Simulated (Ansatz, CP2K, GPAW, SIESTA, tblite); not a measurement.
# Which run comes nearest? (10,0) carbon nanotube (120 atoms)

The cell holds 120 atoms: 120 C. Its edges and angles: a = 19.830 Å, b = 19.830 Å, c = 12.783 Å, α = 90.0°, β = 90.0°, γ = 90.0°. It derives from C (graphene). Graphene sheet (a = 2.46 Å) rolled into a (10,0) tube of diameter 7.83 Å, 3 periods, 12 Å of vacuum; not relaxed, displaced by a Gaussian of 0.02 Å. Then every atom was moved at random, 0.03 Å r.m.s. a Cartesian component. Vacuum lies along a and b. The structure repeats along c.

Geometry: as built.

The reference, a calculation:

| Quantity | Value |
| --- | --- |
| method | Kohn-Sham DFT, PBE, PAW, plane waves (Ansatz 0.2.0); cutoff 420 eV, Γ point, fermi-dirac smearing of 0.05 eV; PAW set soft_2 |
| r.m.s. force component | 2.146 eV/Å |
| longest force | 7.806 eV/Å |
| gap (highest filled to lowest empty level) | 0.8213 eV |
| SCF cycles | 11 |
| time | 91 s on 4 threads of Arm Neoverse V1, shared host |
| CPU time | 5.8 min |

**Question.** The same geometry is run in other programs. How far does each lie from the reference, and what does it cost?
- SIESTA PBE, SZP, shift 0.01 Ry, mesh 300 Ry (SIESTA 5.4.2; 2 MPI ranks)
- CP2K PBE, SZV-MOLOPT-SR, 450/50 Ry, diagonalisation (CP2K 2026.2; 1 thread)
- CP2K PBE+D3(BJ), DZVP-MOLOPT-SR, 450/50 Ry, diagonalisation (CP2K 2026.2; 4 MPI ranks)
- GPAW PBE, LCAO szp(dzp), h 0.2 Å (GPAW 26.7.0; 1 thread)
- CP2K PBE, DZVP-MOLOPT-SR, 225/50 Ry, diagonalisation (CP2K 2026.2; 2 threads)
- CP2K PBE, DZVP-MOLOPT-SR, 157/50 Ry, diagonalisation (CP2K 2026.2; 2 threads)
- SIESTA PBE, SZ, shift 0.01 Ry, mesh 300 Ry (SIESTA 5.4.2; 1 thread)
- CP2K BLYP, DZVP-MOLOPT-SR, 450/50 Ry, diagonalisation (CP2K 2026.2; 4 MPI ranks)
- GPAW LDA, LCAO dzp, h 0.2 Å (GPAW 26.7.0; 2 MPI ranks)
- tblite GFN2-xTB (tblite 0.8.0; 1 thread)

Differences are against the plane-wave reference, forces as r.m.s. over components; share is that over the reference's r.m.s. force, slope the least-squares factor from reference forces to these. Total energies of different programs have different zeros and aren't compared.

```csv
run,"Δ force, r.m.s. (meV/Å)",share (%),slope,Δ gap (eV),cores,CPU time,memory (GiB)
reference,-,-,-,-,4,5.8 min,4.8
"SIESTA PBE, SZP, shift 0.01 Ry, mesh 300 Ry (coarse)",606,28.2,1.213,-0.0684,2,3.6 min,1.9
"CP2K PBE, SZV-MOLOPT-SR, 450/50 Ry, diagonalisation (coarse)",590,27.5,1.266,0.109,1,3.4 min,8.6
"CP2K PBE+D3(BJ), DZVP-MOLOPT-SR, 450/50 Ry, diagonalisation",49.5,2.31,1.021,-0.0021,4,6.4 min,11
"GPAW PBE, LCAO szp(dzp), h 0.2 Å (coarse)",329,15.3,1.076,-0.0475,1,2.6 min,2.0
"CP2K PBE, DZVP-MOLOPT-SR, 225/50 Ry, diagonalisation (coarse)",54.7,2.55,1.018,-0.0021,2,3.2 min,3.4
"CP2K PBE, DZVP-MOLOPT-SR, 157/50 Ry, diagonalisation (coarse)",51.1,2.38,1.016,-0.0022,2,2.7 min,2.1
"SIESTA PBE, SZ, shift 0.01 Ry, mesh 300 Ry (coarse)",949,44.3,1.350,-0.0304,1,85 s,1.1
"CP2K BLYP, DZVP-MOLOPT-SR, 450/50 Ry, diagonalisation",61.4,2.86,0.998,-0.0163,4,5.9 min,11
"GPAW LDA, LCAO dzp, h 0.2 Å",144,6.72,1.055,-0.0017,2,3.7 min,2.3
tblite GFN2-xTB,160,7.47,0.955,-,1,4.3 s,0.23
```

Rows marked coarse were listed beforehand as settings not expected to be converged; some can still land near the reference.

CPU time is summed over cores on a shared host, where runs went side by side, so it is rough. Symmetry, cutoffs, thresholds, outputs and thread counts weren't matched or tuned between programs; memory under MPI is the largest rank's times the ranks.

Tight binding differs by 7.5 % (tblite GFN2-xTB); it is another model, with fitted parameters of its own, and the xTB methods hold dispersion. Rows with another functional or a dispersion term differ by 2.3 % (CP2K PBE+D3(BJ), DZVP-MOLOPT-SR, 450/50 Ry, diagonalisation) to 6.7 % (GPAW LDA, LCAO dzp, h 0.2 Å), which mixes the change of model with differences of basis and potentials. Runs with settings chosen to be coarse differ by 2.4 % (CP2K PBE, DZVP-MOLOPT-SR, 157/50 Ry, diagonalisation) to 44 % (SIESTA PBE, SZ, shift 0.01 Ry, mesh 300 Ry), their programs' other errors included. Of the electronic-structure runs that take under half the reference's CPU time, CP2K PBE, DZVP-MOLOPT-SR, 157/50 Ry, diagonalisation comes nearest, at 2.4 % in 2.7 min against 5.8 min. Periodic xTB results under one method name differ between programs and library versions. The electronic-structure runs sample only Γ, in a cell whose periodic width is 13 Å.

[Logs are printed without paths, hosts, clocks, repeated set-up lines and the standing remarks that a program may print on its own settings, such as how far it seeks lower states.]

[Hosts, paths, dates, database ids (printed as entryN), source tags and the programs' standing remarks are cut or masked in the printed files.]
